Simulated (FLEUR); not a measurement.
## Magnetic state of TaRu from several starts

Aim: find out whether TaRu carries moments, and which collinear order costs least.

Calculated with FLEUR MaX-R8.1; PBEsol; all-electron FLAPW, Dirac cores, scalar-relativistic bands.

## 1. The starting structure

It takes space group Pm-3m (No. 221, cubic). The conventional cell has a = 3.187 Å, b = 3.187 Å, c = 3.187 Å, α = 90.00°, β = 90.00°, γ = 90.00°. Nearest to Ta lie 8 Ru at 2.76 Å. Nearest to Ru lie 8 Ta at 2.76 Å. Farther neighbours are not listed.

Coordinates:

```cif
data_structure
_symmetry_space_group_name_H-M 'Pm-3m'
_symmetry_Int_Tables_number 221
_cell_length_a 3.1870
_cell_length_b 3.1870
_cell_length_c 3.1870
_cell_angle_alpha 90.000
_cell_angle_beta 90.000
_cell_angle_gamma 90.000
_cell_volume 32.37
loop_
_atom_site_label
_atom_site_type_symbol
_atom_site_symmetry_multiplicity
_atom_site_Wyckoff_symbol
_atom_site_fract_x
_atom_site_fract_y
_atom_site_fract_z
_atom_site_occupancy
Ta1 Ta 1 b 0.50000 0.50000 0.50000 1
Ru1 Ru 1 a 0.00000 0.00000 0.00000 1
```

## 2. Run 1 (ferro +)

The parallel start comes first: it shows whether parallel moments hold.

inpgen writes inp.xml from crystal.txt; cutoffs, mixing, functional, smearing and local orbitals are then set in the file. The k list default-1 (kpts.xml, not shown) is a Γ-centred 8×8×8 mesh; where the ranks do not divide the number of points, some are split in two of half the weight.

File inp.xml:

```
<?xml version="1.0" encoding="UTF-8" standalone="no"?>
<fleurInput fleurInputVersion="0.39">
   <comment>
      TaRu
   </comment>
   <calculationSetup>
      <cutoffs Kmax="3.6" Gmax="10.8" GmaxXC="10.8" numbands="0"/>
      <scfLoop itmax="90" minDistance="0.00002" maxIterBroyd="15" imix="Anderson" alpha="0.05" precondParam="0.0" spinf="2.0" sdNocoIR="T"/>
      <coreElectrons ctail="T" frcor="F" kcrel="0" coretail_lmax="0"/>
      <xcFunctional name="PBEs" relativisticCorrections="F"/>
      <magnetism jspins="2"/>
      <soc l_soc="F" theta="0.0" phi="0.0" spav="F"/>
      <expertModes spex="0" secvar="F"/>
      <geometryOptimization l_f="F" forcealpha="1.0" forcemix="BFGS" epsdisp="0.00001" epsforce="0.00001"/>
      <ldaU l_linMix="F" mixParam="0.05" spinf="1.0"/>
   </calculationSetup>
   <cell>
      <bzIntegration valenceElectrons="41.0" mode="hist" fermiSmearingEnergy="0.00110248">
         <kPointListSelection listName="default-1"/>
         <xi:include xmlns:xi="http://www.w3.org/2001/XInclude" href="kpts.xml"> </xi:include>
      </bzIntegration>
      <xi:include xmlns:xi="http://www.w3.org/2001/XInclude" href="sym.xml"> </xi:include>
      <bulkLattice scale="1.0">
         <bravaisMatrix>
            <row-1>    6.0225571591001996     0.0000000000000000     0.0000000000000000</row-1>
            <row-2>    0.0000000000000000     6.0225571591001996     0.0000000000000000</row-2>
            <row-3>    0.0000000000000000     0.0000000000000000     6.0225571591001996</row-3>
         </bravaisMatrix>
      </bulkLattice>
   </cell>
   <atomSpecies>
      <species name="Tantalum (Ta)" element="Ta" atomicNumber="73">
         <mtSphere radius="2.54" gridPoints="839" logIncrement="0.016"/>
         <atomicCutoffs lmax="10" lnonsphr="8"/>
         <electronConfig flipSpins="F">
            <coreConfig>(1s1/2) (2s1/2) (2p1/2) (2p3/2) (3s1/2) (3p1/2) (3p3/2) (4s1/2) (3d3/2) (3d5/2) (4p1/2) (4p3/2) (4d3/2) (4d5/2)</coreConfig>
            <valenceConfig>(5s1/2) (5p1/2) (5p3/2) (6s1/2) (4f5/2) (4f7/2) (5d3/2) (5d5/2)</valenceConfig>
            <stateOccupation state="(5d3/2)" spinUp="0.600000" spinDown="0.600000"/>
            <stateOccupation state="(5d5/2)" spinUp="0.900000" spinDown="0.900000"/>
         </electronConfig>
         <energyParameters s="6" p="6" d="5" f="5"/>
         <lo type="SCLO" l="0" n="5" eDeriv="0"/>
         <lo type="SCLO" l="1" n="5" eDeriv="0"/>
         <lo type="SCLO" l="3" n="4" eDeriv="0"/>
      </species>
      <species name="Ruthenium 1.500" element="Ru" atomicNumber="44">
         <mtSphere radius="2.54" gridPoints="839" logIncrement="0.015"/>
         <atomicCutoffs lmax="10" lnonsphr="8"/>
         <electronConfig flipSpins="F">
            <coreConfig>(1s1/2) (2s1/2) (2p1/2) (2p3/2) (3s1/2) (3p1/2) (3p3/2) (4s1/2) (3d3/2) (3d5/2)</coreConfig>
            <valenceConfig>(4p1/2) (4p3/2) (5s1/2) (4d3/2) (4d5/2)</valenceConfig>
            <stateOccupation state="(5s1/2)" spinUp="0.5" spinDown="0.5"/>
            <stateOccupation state="(4d3/2)" spinUp="1.4" spinDown="1.4"/>
            <stateOccupation state="(4d5/2)" spinUp="2.85" spinDown="1.35"/>
         </electronConfig>
         <energyParameters s="5" p="5" d="4" f="4"/>
         <lo type="SCLO" l="1" n="4" eDeriv="0"/>
      </species>
   </atomSpecies>
   <atomGroups>
      <atomGroup species="Tantalum (Ta)">
         <relPos label="                   1">1.000/2.000 1.000/2.000 1.000/2.000</relPos>
         <force calculate="T" relaxXYZ="TTT"/>
      </atomGroup>
      <atomGroup species="Ruthenium 1.500">
         <relPos label="                   2">.0000000000 .0000000000 .0000000000</relPos>
         <force calculate="T" relaxXYZ="TTT"/>
      </atomGroup>
   </atomGroups>
   <output dos="F" band="F" slice="F">
      <bandDOS minEnergy="-.5*Htr" maxEnergy="0.5*Htr" sigma="0.015" storeEVData="T"/>
      <plotting iplot="0" polar="F">
         <plot TwoD="T" vec1="  1.0  0.0  0.0" vec2="  0.0  1.0  0.0" vec3="  0.0  0.0  1.0" zero="  0.0  0.0  0.0" file="plot"/>
      </plotting>
      <moessbauerParams electricFieldGradient="F" isomerShift="F" coreHyperfine="F" valenceHyperfine="F"/>
   </output>
</fleurInput>
```

File crystal.txt:

```
TaRu
&input film=F cartesian=F /
3.18700000000  0.00000000000  0.00000000000
0.00000000000  3.18700000000  0.00000000000
0.00000000000  0.00000000000  3.18700000000
1.8897261246
1.0 1.0 1.0

2
73 0.50000000000  0.50000000000  0.50000000000
44 0.00000000000  0.00000000000  0.00000000000 : 1.500

&kpt div1=8 div2=8 div3=8 gamma=T /
```

On the command line:

```console
$ OMP_NUM_THREADS=1 inpgen -f crystal.txt > inpgen.log  # inp.xml is then edited as shown
$ OMP_NUM_THREADS=1 mpirun -n 4 fleur_MPI > fleur.log
```

Output:

```text
Welcome to FLEUR        (www.flapw.de)
      MaX-Release 8.1          (www.max-centre.eu)

 ========== k-point set info ==========
 Selected k-point list: default-1
 k-point list type: mesh
 0 x 0 x 0
 Number of k points: 36

 ------------Calculation Setup---------------------------
 Number of MPI-tasks      :            4
 Number of PE/node        :            4
 Number of OMP-threads    :            1
 k-points in parallel     :            4
 pe's per k-point         :            1
 No of k-point loops      :            9
 Eigenvalue solver        :       lapack
 Number of basis functions:          225
 Approximate size of matrices (H+S) per k-point:         0.001 GB
 --------------------------------------------------------
 Iteration:     1   Distance:      19.33015808 me/bohr^3
 Iteration:     2   Distance:      14.93519668 me/bohr^3
 Iteration:     3   Distance:       8.21283082 me/bohr^3
 Iteration:     4   Distance:       6.12119741 me/bohr^3
 Iteration:     5   Distance:       5.16335371 me/bohr^3
 Iteration:     6   Distance:       3.24947624 me/bohr^3
 Iteration:     7   Distance:       2.11290969 me/bohr^3
 Iteration:     8   Distance:       1.52737218 me/bohr^3
 Iteration:     9   Distance:       1.08872425 me/bohr^3
 Iteration:    10   Distance:       0.88869327 me/bohr^3
[... 16 iterations left out ...]
 Iteration:    27   Distance:       0.00072890 me/bohr^3
 Iteration:    28   Distance:       0.00013502 me/bohr^3
 Iteration:    29   Distance:       0.00025222 me/bohr^3
 Iteration:    30   Distance:       0.00025086 me/bohr^3
 Iteration:    31   Distance:       0.00024620 me/bohr^3
 Iteration:    32   Distance:       0.00011229 me/bohr^3
 Iteration:    33   Distance:       0.00006442 me/bohr^3
 Iteration:    34   Distance:       0.00003676 me/bohr^3
 Iteration:    35   Distance:       0.00005528 me/bohr^3
 Iteration:    36   Distance:       0.00000958 me/bohr^3

 ********************************************************************
 Run finished successfully
 Stop message:
   all done
 ********************************************************************

--- out.xml (last complete iteration) ---
<iteration numberForCurrentRun="   36" overallNumber="   36">
         [... left out ...]
         <bandgap value="0.0123278411" units="eV"/>
         <sumValenceSingleParticleEnergies value="-13.2758432945" units="Htr"/>
         <FermiEnergy value="0.5162797639" units="Htr"/>
         <valenceDensity>
            <mtCharges spin="1">
               <mtCharge atomType="1" total="12.4544016" s="1.1915275" p="3.1196952" d="1.1146881" f="7.0211687"/>
               <mtCharge atomType="2" total="6.5628972" s="0.2181802" p="3.1882756" d="3.1292655" f="0.0220575"/>
            </mtCharges>
            <mtCharges spin="2">
               <mtCharge atomType="1" total="12.4374787" s="1.1919753" p="3.1216555" d="1.0960555" f="7.0209086"/>
               <mtCharge atomType="2" total="6.3852688" s="0.2090851" p="3.1888245" d="2.9609222" f="0.0215272"/>
            </mtCharges>
            <spinDependentCharge spin="1" total="20.5986201" interstitial="1.5813213" mtSpheres="19.0172988"/>
            <spinDependentCharge spin="2" total="20.4013799" interstitial="1.5786325" mtSpheres="18.8227475"/>
            <totalCharge value="41.0000000000"/>
         </valenceDensity>
         [... left out ...]
         <allElectronCharges>
            <spinDependentCharge spin="1" total="58.5986201" interstitial="1.5824683" mtSpheres="57.0161518"/>
            <spinDependentCharge spin="2" total="58.4013799" interstitial="1.5797820" mtSpheres="56.8215979"/>
            <totalCharge value="116.9999999791"/>
         </allElectronCharges>
         <magneticMomentsInMTSpheres units="muBohr">
            <globalMagMoment atomType="1" vec="0.00000   0.00000   0.01692"/>
            <localMagMoment atomType="1" vec="0.00000   0.00000   0.01692"/>
            <globalMagMoment atomType="2" vec="0.00000   0.00000   0.17763"/>
            <localMagMoment atomType="2" vec="0.00000   0.00000   0.17763"/>
         </magneticMomentsInMTSpheres>
         <moessbauerParams unitsHFF="kG" unitsIS="e/bohr^3" unitsEFG="Htr/bohr^2">
         </moessbauerParams>
         <totalEnergy value="   -20151.0664302775" units="Htr">
            <sumOfEigenvalues value="   -12243.6523409853">
               <coreElectrons value="-12230.3764976908"/>
               <valenceElectrons value="-13.2758432945"/>
            </sumOfEigenvalues>
            <densityCoulombPotentialIntegral value="-33908.2994298224"/>
            <densityEffectivePotentialIntegral value="-34493.2635586360"/>
            <chargeDenXCDenIntegral value="-444.4648574799"/>
            <FockExchangeEnergyValence value="0.0000000000"/>
            <FockExchangeEnergyCore value="0.0000000000"/>
            <atomTypeDependentContributions atomType="1">
               <electronNucleiInteractionDifferentMTs value="19463.3917920008"/>
               <MadelungTerm value="-45.2445892517"/>
            </atomTypeDependentContributions>
            <atomTypeDependentContributions atomType="2">
               <electronNucleiInteractionDifferentMTs value="5473.9315606581"/>
               <MadelungTerm value="-19.4951336266"/>
            </atomTypeDependentContributions>
            <tkbTimesEntropy value="0.0003448067"/>
            <freeEnergy value="-20151.0667750842"/>
            <extrapolationTo0K value="-20151.0666026809"/>
         </totalEnergy>
         <densityConvergence units="me/bohr^3">
            <chargeDensity spin="1" distance="0.0000058551"/>
            <chargeDensity spin="2" distance="0.0000066075"/>
            <overallChargeDensity distance="0.0000095800"/>
            <spinDensity distance="0.0000080066"/>
         </densityConvergence>
      </iteration>
```

Run time: 28 s. Hardware: 4 MPI ranks of Arm Neoverse V1, shared host; peak memory 0.23 GiB; 1.9 min of CPU time.

This step gave:

```
free energy                                                       : -548338.4613 eV
program's band gap on this mesh (in a metal only a level spacing) : 0.01233 eV
magnetization                                                     : 0.1972 μB
final state                                                       : ferromagnetic
largest moment                                                    : 0.1776 μB
```

After 36 cycles the largest moment stands at 0.178 μB.

## 3. Start 2: antiferro q=(0,0,1/2) +-

Another pattern of signs weighs the neighbour shells otherwise.

The cell is doubled to 4 atoms to hold this order. The mesh is halved along the doubled vector, so that both cells sample the same points. The k list default-1 (kpts.xml, not shown) is a Γ-centred 8×8×4 mesh.

inp.xml: that of step 2 with these lines changed.

```diff
@@ -17,3 +17,3 @@
    <cell>
-      <bzIntegration valenceElectrons="41.0" mode="hist" fermiSmearingEnergy="0.00110248">
+      <bzIntegration valenceElectrons="82.0" mode="hist" fermiSmearingEnergy="0.00110248">
          <kPointListSelection listName="default-1"/>
@@ -26,3 +26,3 @@
             <row-2>    0.0000000000000000     6.0225571591001996     0.0000000000000000</row-2>
-            <row-3>    0.0000000000000000     0.0000000000000000     6.0225571591001996</row-3>
+            <row-3>    0.0000000000000000     0.0000000000000000    12.0451143182003992</row-3>
          </bravaisMatrix>
@@ -58,2 +58,15 @@
       </species>
+      <species name="Ruthenium -1.500" element="Ru" atomicNumber="44">
+         <mtSphere radius="2.54" gridPoints="839" logIncrement="0.015"/>
+         <atomicCutoffs lmax="10" lnonsphr="8"/>
+         <electronConfig flipSpins="F">
+            <coreConfig>(1s1/2) (2s1/2) (2p1/2) (2p3/2) (3s1/2) (3p1/2) (3p3/2) (4s1/2) (3d3/2) (3d5/2)</coreConfig>
+            <valenceConfig>(4p1/2) (4p3/2) (5s1/2) (4d3/2) (4d5/2)</valenceConfig>
+            <stateOccupation state="(5s1/2)" spinUp="0.5" spinDown="0.5"/>
+            <stateOccupation state="(4d3/2)" spinUp="1.4" spinDown="1.4"/>
+            <stateOccupation state="(4d5/2)" spinUp="1.35" spinDown="2.85"/>
+         </electronConfig>
+         <energyParameters s="5" p="5" d="4" f="4"/>
+         <lo type="SCLO" l="1" n="4" eDeriv="0"/>
+      </species>
    </atomSpecies>
@@ -61,3 +74,4 @@
       <atomGroup species="Tantalum (Ta)">
-         <relPos label="                   1">1.000/2.000 1.000/2.000 1.000/2.000</relPos>
+         <relPos label="                   1">1.000/2.000 1.000/2.000 1.000/4.000</relPos>
+         <relPos label="                   2">1.000/2.000 1.000/2.000 -1.000/4.000</relPos>
          <force calculate="T" relaxXYZ="TTT"/>
@@ -65,3 +79,7 @@
       <atomGroup species="Ruthenium 1.500">
-         <relPos label="                   2">.0000000000 .0000000000 .0000000000</relPos>
+         <relPos label="                   3">.0000000000 .0000000000 .0000000000</relPos>
+         <force calculate="T" relaxXYZ="TTT"/>
+      </atomGroup>
+      <atomGroup species="Ruthenium -1.500">
+         <relPos label="                   4">.0000000000 .0000000000 1.000/2.000</relPos>
          <force calculate="T" relaxXYZ="TTT"/>
```

File crystal.txt:

```
TaRu
&input film=F cartesian=F /
3.18700000000  0.00000000000  0.00000000000
0.00000000000  3.18700000000  0.00000000000
0.00000000000  0.00000000000  6.37400000000
1.8897261246
1.0 1.0 1.0

4
73 0.50000000000  0.50000000000  0.25000000000
73 0.50000000000  0.50000000000  0.75000000000
44 0.00000000000  0.00000000000  0.00000000000 : 1.500
44 0.00000000000  0.00000000000  0.50000000000 : -1.500

&kpt div1=8 div2=8 div3=4 gamma=T /
```

Output:

```text
[banner, memory and clock lines left out]
Welcome to FLEUR        (www.flapw.de)
      MaX-Release 8.1          (www.max-centre.eu)

 ========== k-point set info ==========
 Selected k-point list: default-1
 k-point list type: mesh
 0 x 0 x 0
 Number of k points: 48

 ------------Calculation Setup---------------------------
 Number of PE/node        :            4
 Number of OMP-threads    :            1
 k-points in parallel     :            4
 pe's per k-point         :            1
 No of k-point loops      :           12
 Eigenvalue solver        :       lapack
 Number of basis functions:          444
 Approximate size of matrices (H+S) per k-point:         0.003 GB
 Iteration:     1   Distance:      19.72125982 me/bohr^3
 Iteration:     2   Distance:      15.23875789 me/bohr^3
 Iteration:     3   Distance:       8.20113326 me/bohr^3
 Iteration:     4   Distance:       7.21908606 me/bohr^3
 Iteration:     5   Distance:       4.48999372 me/bohr^3
 Iteration:     6   Distance:       3.05898002 me/bohr^3
 Iteration:     7   Distance:       2.31359828 me/bohr^3
 Iteration:     8   Distance:       2.51172821 me/bohr^3
 Iteration:     9   Distance:       1.59742558 me/bohr^3
 Iteration:    10   Distance:       1.39770083 me/bohr^3
[... 18 iterations left out ...]
 Iteration:    29   Distance:       0.00039804 me/bohr^3
 Iteration:    30   Distance:       0.00039311 me/bohr^3
 Iteration:    31   Distance:       0.00030945 me/bohr^3
 Iteration:    32   Distance:       0.00025755 me/bohr^3
 Iteration:    33   Distance:       0.00020932 me/bohr^3
 Iteration:    34   Distance:       0.00018565 me/bohr^3
 Iteration:    35   Distance:       0.00009289 me/bohr^3
 Iteration:    36   Distance:       0.00005123 me/bohr^3
 Iteration:    37   Distance:       0.00004611 me/bohr^3
 Iteration:    38   Distance:       0.00001078 me/bohr^3

 ********************************************************************
 Run finished successfully
 Stop message:
   all done
 ********************************************************************

--- out.xml (last complete iteration) ---
<iteration numberForCurrentRun="   38" overallNumber="   38">
         [... left out ...]
         <bandgap value="0.0000005035" units="eV"/>
         <sumValenceSingleParticleEnergies value="-26.5546287586" units="Htr"/>
         <FermiEnergy value="0.5161719397" units="Htr"/>
         <valenceDensity>
            <mtCharges spin="1">
               <mtCharge atomType="1" total="12.4455970" s="1.1917699" p="3.1207476" d="1.1049387" f="7.0210326"/>
               <mtCharge atomType="2" total="6.4743893" s="0.2133656" p="3.1883920" d="3.0458453" f="0.0217707"/>
               <mtCharge atomType="3" total="6.4743889" s="0.2133656" p="3.1883920" d="3.0458449" f="0.0217707"/>
            </mtCharges>
            <mtCharges spin="2">
               <mtCharge atomType="1" total="12.4455970" s="1.1917699" p="3.1207476" d="1.1049387" f="7.0210326"/>
               <mtCharge atomType="2" total="6.4743887" s="0.2133656" p="3.1883920" d="3.0458448" f="0.0217707"/>
               <mtCharge atomType="3" total="6.4743891" s="0.2133656" p="3.1883920" d="3.0458451" f="0.0217707"/>
            </mtCharges>
            <spinDependentCharge spin="1" total="41.0000002" interstitial="3.1600280" mtSpheres="37.8399723"/>
            <spinDependentCharge spin="2" total="40.9999998" interstitial="3.1600280" mtSpheres="37.8399718"/>
            <totalCharge value="82.0000000000"/>
         </valenceDensity>
         [... left out ...]
         <magneticMomentsInMTSpheres units="muBohr">
            <globalMagMoment atomType="1" vec="0.00000   0.00000   0.00000"/>
            <localMagMoment atomType="1" vec="0.00000   0.00000   0.00000"/>
            <globalMagMoment atomType="2" vec="0.00000   0.00000   0.00000"/>
            <localMagMoment atomType="2" vec="0.00000   0.00000   0.00000"/>
            <globalMagMoment atomType="3" vec="0.00000   0.00000   0.00000"/>
            <localMagMoment atomType="3" vec="0.00000   0.00000   0.00000"/>
         </magneticMomentsInMTSpheres>
         [... left out ...]
         <totalEnergy value="   -40302.1327226831" units="Htr">
            <sumOfEigenvalues value="   -24487.3102672618">
               <coreElectrons value="-24460.7556385032"/>
               <valenceElectrons value="-26.5546287586"/>
            </sumOfEigenvalues>
            <densityCoulombPotentialIntegral value="-67816.6029377672"/>
            <densityEffectivePotentialIntegral value="-68986.5305387754"/>
            <chargeDenXCDenIntegral value="-888.9292044904"/>
            <FockExchangeEnergyValence value="0.0000000000"/>
            <FockExchangeEnergyCore value="0.0000000000"/>
         [... left out ...]
            <tkbTimesEntropy value="0.0007946486"/>
            <freeEnergy value="-40302.1335173316"/>
            <extrapolationTo0K value="-40302.1331200073"/>
         </totalEnergy>
         <densityConvergence units="me/bohr^3">
            <chargeDensity spin="1" distance="0.0000061751"/>
            <chargeDensity spin="2" distance="0.0000062597"/>
            <overallChargeDensity distance="0.0000107816"/>
            <spinDensity distance="0.0000061958"/>
         </densityConvergence>
      </iteration>
```

The job ended after 1.8 min (4 MPI ranks; peak memory 0.33 GiB; 7 min of CPU time).

The spin moment in the muffin-tin sphere vanishes on all atoms.

Numbers from this step:

| Item | Value |
| --- | --- |
| free energy | -1096676.9217 eV |
| program's band gap on this mesh (in a metal only a level spacing) | 5.04e-7 eV |
| final state | non-magnetic |

It lies 0.447 meV a seeded atom over the first start.

[end of part 1 of 3]

[Logs and program files are shortened in this print: banners, set-up blocks, solver, clock and traceback lines can be left out without a mark of their own.]

[Logs are printed without paths, hosts, clocks, repeated set-up lines and the standing remarks that a program may print on its own settings, such as how far it seeks lower states.]

[Hosts, paths, dates, database ids (printed as entryN), source tags and the programs' standing remarks are cut or masked in the printed files.]

[Where a cell is said to come from a database of computed structures, the database is the Materials Project.]
